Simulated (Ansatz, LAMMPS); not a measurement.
# Li+ BF4- in ethylene carbonate and dimethyl sulfoxide and propylene carbonate at 380 K (188 atoms): support functions against a reference

Wanted: errors and times of a linear-scaling basis for Li+ BF4- in ethylene carbonate and dimethyl sulfoxide and propylene carbonate at 380 K (188 atoms). A setting counts as converged where the r.m.s. difference of forces stays under 1 % of the r.m.s. force.

Program: Ansatz 0.2.0. Level of theory: Kohn-Sham DFT, PBE+D3(BJ), PAW (set soft_2), plane waves. Results are calculated unless marked as measured.

## (1) The starting structure

The cell holds 188 atoms: 44 C, 34 O, 76 H, 4 S, 5 B, 20 F and 5 Li. Cell: a = 13.287 Å, b = 13.287 Å, c = 13.287 Å, α = 90.0°, β = 90.0°, γ = 90.0°. 4 ethylene carbonate, 4 dimethyl sulfoxide, 6 propylene carbonate, 5 Li+, 5 BF4- placed at random, at 1.24 g/cm³; overlaps pushed apart, then 10 ps at 550 K with stiff harmonic cages for PF6 and BF4 with UFF radii; Joung-Cheatham ions (J. Phys. Chem. B 112, 9020 (2008)); MMFF94 bonds, angles, torsions, charges and radii (Halgren, J. Comput. Chem. 17, 490 (1996)) in harmonic and 12-6 forms; charges of ions scaled by 0.8. Snapshot after 30 ps at 380 K and fixed volume.

What the set-up can't give: The network of contacts between molecules at the start is that of the classical potential that made the cell, and needn't be the one that DFT or experiment would give. The density was typed from a rule of thumb and may lie off the real one at this temperature. Only the Γ point is sampled, in a cell whose shortest periodic width is 13 Å.

## (2) How the cell was made

A classical potential supplies the starting structure, since it reaches far longer times than DFT.

This step: classical MD, stiff harmonic cages for PF6 and BF4 with UFF radii; Joung-Cheatham ions (J. Phys. Chem. B 112, 9020 (2008)); MMFF94 bonds, angles, torsions, charges and radii (Halgren, J. Comput. Chem. 17, 490 (1996)) in harmonic and 12-6 forms; charges of ions scaled by 0.8 (LAMMPS 22 Jul 2025 - Update 4).

File in.lmp:

```
# Li+ BF4- in ethylene carbonate and dimethyl sulfoxide and propylene carbonate
units real
atom_style full
boundary p p p
bond_style harmonic
angle_style harmonic
dihedral_style opls
improper_style harmonic
special_bonds lj 0 0 0.5 coul 0 0 0.75
read_data data.lmp
neigh_modify delay 0 every 1 check yes one 4000
comm_modify cutoff 12.0
timestep 0.5
thermo_style custom step time temp pe press density
thermo_modify norm yes
# push overlapping molecules apart
pair_style soft 2.6
pair_coeff * * 0.0
variable a equal ramp(1,60)
fix ad all adapt 1 pair soft a * * v_a
velocity all create 550 706453 mom yes dist gaussian
fix lim all nve/limit 0.03
fix lan all langevin 550 550 50 706454 zero yes
thermo 1000
run 3000 post no
unfix ad
pair_style lj/cut/coul/long 9.0
pair_modify mix arithmetic tail yes
pair_coeff 1 1 0.0678 3.3680   # C
pair_coeff 2 2 0.0763 3.0430   # O
pair_coeff 3 3 0.0678 3.4070   # C
pair_coeff 4 4 0.0763 2.9870   # O
pair_coeff 5 5 0.0216 2.5400   # H
pair_coeff 6 6 0.2681 3.6400   # S
# [... 21 lines left out ...]
compute msd all msd com yes
thermo 7500
fix md all nvt temp 380 380 100
run 30000 post no
print "== T380: mean square displacement over the hold $(c_msd[4]:%.2f) A^2"
unfix md
uncompute msd
write_dump all custom T380.dump id type xs ys zs modify sort id
```

Started as:

```console
$ lmp -in in.lmp -log none -nocite
```

Numbers of over 12 decimals in the logs are rounded to 6 here.

The program printed:

```text
LAMMPS (22 Jul 2025 - Update 4)
Reading data file ...
  orthogonal box = (0 0 0) to (13.28698 13.28698 13.28698)
  188 atoms
  orthogonal box = (0 0 0) to (13.28698 13.28698 13.28698)
  204 bonds
  266 angles
  292 dihedrals
  10 impropers
WARNING: Bond/angle/dihedral extent > half of periodic box length
   Step          Time           Temp          PotEng         Press         Density
         0   0              550            0.38424733     5321.6746      1.2359999
      1000   500            460.20929      1.6753251      12635.032      1.2359999
      2000   1000           521.63919      1.6170029      24400.834      1.2359999
[... 46 lines left out ...]
WARNING: Bond/angle/dihedral extent > half of periodic box length
   Step          Time           Temp          PotEng         Press         Density
[... 2 lines left out ...]
     30000   29000          375.16209     -4.3423764      1271.0255      1.2359999
     37500   36500          379.32491     -4.3405958      1747.058       1.2359999
     45000   44000          414.48341     -4.2078249      1993.329       1.2359999
     47000   46000          387.07414     -4.3107955      6942.7189      1.2359999
WARNING: Bond/angle/dihedral extent > half of periodic box length
Loop time of 14.7956 s on 1 MPI rank(s) for 30000 steps with 188 atoms
== T380: mean square displacement over the hold 12.01 A^2
```

Wall time 24 s (1 thread of Intel Xeon 6975P-C (Granite Rapids), shared host); peak memory 0.12 GiB.

The input also reads data.lmp (atoms, bonds and types; not printed here).

## (3) Plane-wave single point

The first run uses the default basis; a harder plane-wave run follows as the reference for the support functions.

File input.yaml:

```yaml
crystal:
  lattice:
    - [13.28698, 0.0, 0.0]
    - [0.0, 13.28698, 0.0]
    - [0.0, 0.0, 13.28698]
  atoms:
    - { symbol: C, position: [0.89774, 0.70046, 0.48799] }
    - { symbol: C, position: [0.83808, 0.62729, 0.4155] }
    - { symbol: C, position: [0.89812, 0.54383, 0.37445] }
    - { symbol: O, position: [0.93221, 0.58797, 0.28881] }
    - { symbol: C, position: [0.86031, 0.65825, 0.25549] }
    - { symbol: O, position: [0.8433, 0.69188, 0.17414] }
    - { symbol: O, position: [0.80154, 0.68636, 0.33607] }
    - { symbol: H, position: [0.85321, 0.76391, 0.50022] }
    - { symbol: H, position: [0.91199, 0.67048, 0.56241] }
    - { symbol: H, position: [0.96483, 0.72732, 0.44697] }
    - { symbol: H, position: [0.77653, 0.58987, 0.45632] }
    - { symbol: H, position: [0.95528, 0.5219, 0.42377] }
    - { symbol: H, position: [0.84743, 0.48204, 0.36123] }
    - { symbol: C, position: [0.57466, 0.93109, 0.75921] }
    - { symbol: C, position: [0.67452, 0.87339, 0.7714] }
    - { symbol: C, position: [0.66247, 0.76983, 0.81108] }
    - { symbol: O, position: [0.67205, 0.77973, 0.914] }
    - { symbol: C, position: [0.75139, 0.85242, 0.92087] }
    - { symbol: O, position: [0.80186, 0.86552, 0.99482] }
    - { symbol: O, position: [0.74265, 0.91469, 0.84185] }
    - { symbol: H, position: [0.53614, 0.9376, 0.83372] }
    - { symbol: H, position: [0.58241, 0.01082, 0.7343] }
    - { symbol: H, position: [0.52469, 0.89737, 0.69774] }
    - { symbol: H, position: [0.70783, 0.87779, 0.69687] }
    - { symbol: H, position: [0.58329, 0.74802, 0.79751] }
    - { symbol: H, position: [0.71427, 0.71593, 0.77043] }
    - { symbol: C, position: [0.77792, 0.10005, 0.62699] }
    - { symbol: C, position: [0.74172, 0.06125, 0.52559] }
    - { symbol: C, position: [0.68215, 0.14675, 0.47319] }
    - { symbol: O, position: [0.58176, 0.1156, 0.484] }
    - { symbol: C, position: [0.57846, 0.01943, 0.51048] }
    - { symbol: O, position: [0.49975, 0.96944, 0.51683] }
    [... 150 atom lines left out ...]
    - { symbol: F, position: [0.58659, 0.22832, 0.11316] }
    - { symbol: Li, position: [0.0153, 0.07055, 0.3379] }
    - { symbol: Li, position: [0.45001, 0.84981, 0.46916] }
    - { symbol: Li, position: [0.64994, 0.23589, 0.96683] }
    - { symbol: Li, position: [0.10535, 0.28243, 0.39553] }
    - { symbol: Li, position: [0.88732, 0.78335, 0.06512] }
kpoints:
  mp_grid: { grid: [1, 1, 1] }
hamiltonian:
  xc: pbe
  dispersion: d3bj
scf:
  occupations: { method: fixed }
output:
  forces: true
  stress: true
  populations: intrinsic
  dos:
    method: { smearing: { sigma: 0.08 } }
    de: 0.1
    projected: { site_lists: { B: [B], C: [C], F: [F], H: [H], Li: [Li] } }
  eigenvalues: true
  write_density: true
  write_potential: true
  volumetric_format: npy
  elf: true
```

Started as:

```console
$ ansatz run input.yaml --threads 8 --pin off --max-ram 15872MiB --backend cpu --events-out ev --progress --plain --runs-dir out
```

The program printed:

```text
Engine: ansatz 0.2.0, x86_64-unknown-linux-gnu
Pseudopotentials: kind: paw
Pseudopotential: C, paw, valence charge 4, recommended cutoff 420 eV (normal), C.paw.azcp
Pseudopotential: O, paw, valence charge 6, recommended cutoff 420 eV (normal), O.paw.azcp
Pseudopotential: H, paw, valence charge 1, recommended cutoff 420 eV (normal), H.paw.azcp
Pseudopotential: S, paw, valence charge 6, recommended cutoff 420 eV (normal), S.paw.azcp
Pseudopotential: B, paw, valence charge 3, recommended cutoff 420 eV (normal), B.paw.azcp
Pseudopotential: F, paw, valence charge 7, recommended cutoff 420 eV (normal), F.paw.azcp
Pseudopotential: Li, paw, valence charge 3, recommended cutoff 420 eV (normal), Li.paw.azcp
[... 5 lines on functional and potentials left out ...]
Crystal: 188 atoms, lattice volume = 2345.734 Å³
Basis set: ecut = 420 eV, 45817 PW (Γ), exchange–correlation on 180×180×180 points (8 copies of the dense FFT grid, shifted against one another)
Bands: 513, of which v1, the nominal top of the filled ones, is band 325 counted from 1 (324 counted from 0)
Symmetry: 1 space group operations
Space group: P1 (ITA 1), of the structure as read, at distance tolerance 1.3e-4 Å
k-points: 1
[... 15 lines on functional and potentials left out ...]
Initial density: superposition of atomic densities (neutral atoms: chi_scale 0, normalization atom), corrected by the library's trained network
Initial wavefunctions: pseudopotential atomic-orbital guess
Functional: x = pbe(κ = 0.804, μ = 0.219515), c = pbe(β = 0.066725)
SCF iter   1: F=—  HF=-53142.475447 eV  |F-HF|=—  |Δ(HF+E_count)|=         —  Δρ=5.80e-3  dr2=1.03e0  ethr=1.77e-3  ⟨swp⟩=5.0  Hψ=1857  notcnv=0  defer=183
preconditioner: auto → Resta (q_TF=auto, 2.203 Å⁻¹)  ε∞=2.4  [insulator: Δε(μ)=3.896 eV  Ē_g=15.962 eV  n_scr=436 (ndim 8)  ℏωp=18.8 eV  f_vac=0.321  ε∞_Penn≈2.4]
SCF iter   2: F=—  HF=-53142.237179 eV  |F-HF|=—  |Δ(HF+E_count)|=   2.38e-1  Δρ=3.17e-3  dr2=2.32e-1  ethr=1.58e-4  ⟨swp⟩=2.0  Hψ=872  notcnv=0  defer=186
SCF iter   3: F=—  HF=-53142.201340 eV  |F-HF|=—  |Δ(HF+E_count)|=   3.58e-2  Δρ=1.43e-3  dr2=7.62e-2  ethr=3.58e-5  ⟨swp⟩=2.0  Hψ=621  notcnv=0  defer=186
SCF iter   4: F=—  HF=-53142.184703 eV  |F-HF|=—  |Δ(HF+E_count)|=   1.66e-2  Δρ=5.22e-4  dr2=8.81e-3  ethr=1.17e-5  ⟨swp⟩=2.0  Hψ=611  notcnv=0  defer=186
SCF iter   5: F=—  HF=-53142.182741 eV  |F-HF|=—  |Δ(HF+E_count)|=   1.96e-3  Δρ=2.91e-4  dr2=2.07e-3  ethr=1.36e-6  ⟨swp⟩=2.0  Hψ=858  notcnv=0  defer=186
SCF iter   6: F=—  HF=-53142.182296 eV  |F-HF|=—  |Δ(HF+E_count)|=   4.46e-4  Δρ=1.22e-4  dr2=3.37e-4  ethr=3.19e-7  ⟨swp⟩=3.0  Hψ=652  notcnv=0  defer=183
SCF iter   7: F=—  HF=-53142.182229 eV  |F-HF|=—  |Δ(HF+E_count)|=   6.65e-5  Δρ=4.13e-5  dr2=3.71e-5  ethr=5.19e-8  ⟨swp⟩=3.0  Hψ=618  notcnv=0  defer=182
SCF iter   8: F=—  HF=-53142.182876 eV  |F-HF|=—  |Δ(HF+E_count)|=   6.47e-4  Δρ=1.78e-5  dr2=7.10e-6  ethr=5.70e-9  ⟨swp⟩=2.0  Hψ=656  notcnv=0  defer=180
SCF iter   9: F=—  HF=-53142.182875 eV  |F-HF|=—  |Δ(HF+E_count)|=   8.35e-7  Δρ=6.17e-6  dr2=8.66e-7  ethr=1.09e-9  ⟨swp⟩=2.0  Hψ=653  notcnv=0  defer=180
SCF iter  10: F=—  HF=-53142.182875 eV  |F-HF|=—  |Δ(HF+E_count)|=   1.46e-9  Δρ=2.95e-6  dr2=1.95e-7  ethr=1.33e-10  ⟨swp⟩=2.0  Hψ=650  notcnv=0  defer=180
SCF iter  11: F=-53142.182875 eV  HF=-53142.182875 eV  |F-HF|=2.00e-8  |Δ(HF+E_count)|=   2.72e-8  Δρ=1.20e-6  dr2=3.42e-8  ethr=1.54e-11  ⟨swp⟩=23.0  Hψ=5036  notcnv=0
SCF 1 converged in 11 iterations: F = -53142.182875 eV  dr2 = 3.42e-8
  greatest PAW one-centre occupation: 1.000 electrons in one spin orbital (limit 2), on the Li atom at site 183 (counted from 0), in its partial waves of l = 0
WARN: The input density's exchange-correlation potential varies sharply where the density is thin. Do not read a vacuum level from v_tot or v_xc, or from such a field of the output density. On a cell that repeats whose density bears no net charge and no dipole along the vacuum's axis use v_es (v_loc + v_h of the components); [...]
SCF converged after 11 iterations
Free energy (F): -53142.182875 eV
Harris-Foulkes:  -53142.182875 eV  (|F-HF|=2.00e-8)
Internal energy: -53142.182875 eV  (E = F + TS)
E sigma→0 (E₀):  -53142.182875 eV
Fermi energy:    -0.028439 eV
--- Per-component energies (eV) ---
  E_band       = -6274.742727
  E_kinetic    = 15994.978191
  E_local      = -63301.589443  (includes V_loc(G=0)·N_el)
  E_nonlocal   = 4439.467222
  E_hartree    = 24465.526907
  E_xc         = -7488.467930
  E_vxc        = -9330.982378  (∫ρ·V_xc dr)
  E_paw        = -16716.393869  (= ΣΔE_a)
  E_vpaw       = -3007.687288  (= ΣTr[D̂ρ^β])
  E_aug_tail   = 0.021316  (compensation charges beyond the density's cutoff)
  E_ewald      = -10526.656002
  E_disp       = -9.069267  (pairwise vdW)
  E_smearing   = -0.000000  (= −TS)
  E_closure    = 0.000000  (closes the sum)
  Σ components = -53142.182875   (vs F -53142.182875, Δ=0.00e0)
--- Forces (eV/Å), atoms counted from 1 ---
  atom   1  C      0.19992954    -1.40035060    -1.67555039
  atom   2  C     -0.52966429     0.94703333     4.96817214
  atom   3  C     -1.76069976     0.24431801     0.55662196
  atom   4  O      0.70719540     1.47119964    -4.57149433
  atom   5  C     -0.45145602    -0.33563601     2.24245630
  atom   6  O      0.68180926     0.10312223    -1.34813259
  atom   7  O      0.67777758    -0.96881259    -1.47199761
  atom   8  H     -1.21375118     1.45715476     0.15957731
  atom   9  H      0.39014372    -0.55860878     0.18988100
  atom  10  H      0.17847879    -0.26878212     0.35308566
  atom  11  H     -0.35829698     0.75603614     0.06045545
  atom  12  H      1.60021192    -0.54533963     0.88968723
  atom  13  H     -0.12189405    -0.93327134    -0.58564791
  atom  14  C     -0.74947570     0.75063998     0.25442154
[...]
atom 187  Li     0.11837038     0.10302599     0.15827227
  atom 188  Li     0.54820150    -0.74163123     0.37379024
  max |Σ_I F_I| component: 1.43e-4 eV/Å
--- Stress (GPa, compression-positive) ---
        2.870982      -0.665096       0.345888
       -0.665098       2.185000      -0.235948
        0.345891      -0.235950       2.674090
  P = ⅓ Tr σ = 2.5767 GPa (25.767 kbar)
--- Band table (eV) ---
  k-point 0: bands = ["-44.3567", "-44.2142", "-44.0561", "-43.9090", [... 497 levels ...], "10.5788", "10.6448", "10.6533", "10.6838", "10.7026", "10.7178", "10.7655", "10.7902", "10.8257", "10.8703", "10.8929", "10.9085"]
--- intrinsic populations: 188 sites ---
  site symbol       q [e]
     0      C      4.5747
     1      C      3.9498
     2      C      4.1523
[...]
187     Li      2.2036
  spilling = -0.000000 (of n_electrons = 650.000000)
```

Wall time 13 s (8 threads of Intel Xeon 6975P-C (Granite Rapids), shared host); peak memory 3.5 GiB; 94 s of CPU time.

Reading the cycles: dr2 is the Hartree energy of the density residual (eV), the measure of convergence; HF is the Harris–Foulkes estimate of the energy, which meets the free energy F at convergence.

The program notes that the exchange-correlation potential is rough where the density is thin.

Read from the output:

```yaml
free_energy: -53142.1829 eV
free_energy_per_atom: -282.6712 eV/atom
scf_cycles: 11
pressure: 2.577 GPa
r_m_s_force_component: 1.083 eV/Å
longest_force: 5.973 eV/Å
fermi_energy: -0.02844 eV
spacing_of_highest_filled_and_lowest_empty_level: 3.192 eV
```

The r.m.s. force component of 1.1 eV/Å and the pressure of 2.6 GPa set the scale for the differences below.

## (4) Plane waves at 750 eV (750 eV)

The grid of the support functions holds more waves than the default cutoff, so they are judged against a harder plane-wave run.

input.yaml, the sections that differ from step 3:

```yaml
output:
  forces: true
  eigenvalues: true
basis:
  ecutwfc: "750 eV"
# crystal, kpoints, hamiltonian, scf: as in step 3
```

The program printed:

```text
[...]
Crystal: 188 atoms, lattice volume = 2345.734 Å³
Basis set: ecut = 750 eV, 109127 PW (Γ), exchange–correlation on 240×240×240 points (8 copies of the dense FFT grid, shifted against one another)
Bands: 513, of which v1, the nominal top of the filled ones, is band 325 counted from 1 (324 counted from 0)
Symmetry: 1 space group operations
[...]
k-points: 1
[...]
SCF iter   1: F=—  HF=-53143.234882 eV  |F-HF|=—  |Δ(HF+E_count)|=         —  Δρ=5.89e-3  dr2=1.03e0  ethr=1.77e-3  ⟨swp⟩=5.0  Hψ=1857  notcnv=0  defer=183
[...]
SCF iter   3: F=—  HF=-53142.950543 eV  |F-HF|=—  |Δ(HF+E_count)|=   3.86e-2  Δρ=1.45e-3  dr2=7.64e-2  ethr=3.60e-5  ⟨swp⟩=2.0  Hψ=621  notcnv=0  defer=50
automatic band count: iteration 3 solves 377 bands in place of 513: the levels show a gap, and the empty bands left out lie too high to hold charge; the band table lists the bands solved (type scf.n_extra_bands for more)
SCF iter   4: F=—  HF=-53142.933290 eV  |F-HF|=—  |Δ(HF+E_count)|=   1.73e-2  Δρ=5.24e-4  dr2=8.80e-3  ethr=1.17e-5  ⟨swp⟩=2.0  Hψ=611  notcnv=0  defer=50
SCF iter   5: F=—  HF=-53142.931358 eV  |F-HF|=—  |Δ(HF+E_count)|=   1.93e-3  Δρ=2.91e-4  dr2=2.07e-3  ethr=1.35e-6  ⟨swp⟩=2.0  Hψ=703  notcnv=0  defer=50
[...]
SCF iter  10: F=—  HF=-53142.930908 eV  |F-HF|=—  |Δ(HF+E_count)|=   2.13e-8  Δρ=2.89e-6  dr2=1.91e-7  ethr=1.34e-10  ⟨swp⟩=2.0  Hψ=650  notcnv=0  defer=46
SCF iter  11: F=-53142.930908 eV  HF=-53142.930908 eV  |F-HF|=2.10e-8  |Δ(HF+E_count)|=   2.75e-8  Δρ=1.23e-6  dr2=3.51e-8  ethr=1.54e-11  ⟨swp⟩=16.0  Hψ=1939  notcnv=0
SCF 1 converged in 11 iterations: F = -53142.930908 eV  dr2 = 3.51e-8
[...]
SCF converged after 11 iterations
Free energy (F): -53142.930908 eV
[...]
Internal energy: -53142.930908 eV  (E = F + TS)
E sigma→0 (E₀):  -53142.930908 eV
Fermi energy:    -0.028859 eV
[...]
Σ components = -53142.930908   (vs F -53142.930908, Δ=0.00e0)
--- Forces (eV/Å), atoms counted from 1 ---
  atom   1  C      0.20468690    -1.39318829    -1.66902905
  atom   2  C     -0.53860174     0.94358985     4.96989758
  atom   3  C     -1.75668281     0.23440235     0.55854833
  atom   4  O      0.70457987     1.47032178    -4.56684955
[...]
atom 188  Li     0.54827574    -0.74248069     0.37374884
  max |Σ_I F_I| component: 1.33e-4 eV/Å
--- Band table (eV) ---
[...]
```

It took 16 s on 8 threads; peak memory 7.2 GiB; 2 min of CPU time.

Forces differ from the reference by 4.9 meV/Å r.m.s., 0.46 % of their size, within a tolerance of 1 %; the energy by -4.0 meV/atom.

[end of part 1 of 4]

[Logs are printed without paths, hosts, clocks, repeated set-up lines and the standing remarks that a program may print on its own settings, such as how far it seeks lower states.]

[Hosts, paths, dates, database ids (printed as entryN), source tags and the programs' standing remarks are cut or masked in the printed files.]

[The MMFF94 radii named for the starting cell were scaled by 0.96; in molecules described by MMFF94, hydrogen bound to N, O or S took a small fixed 12-6 site in their place.]
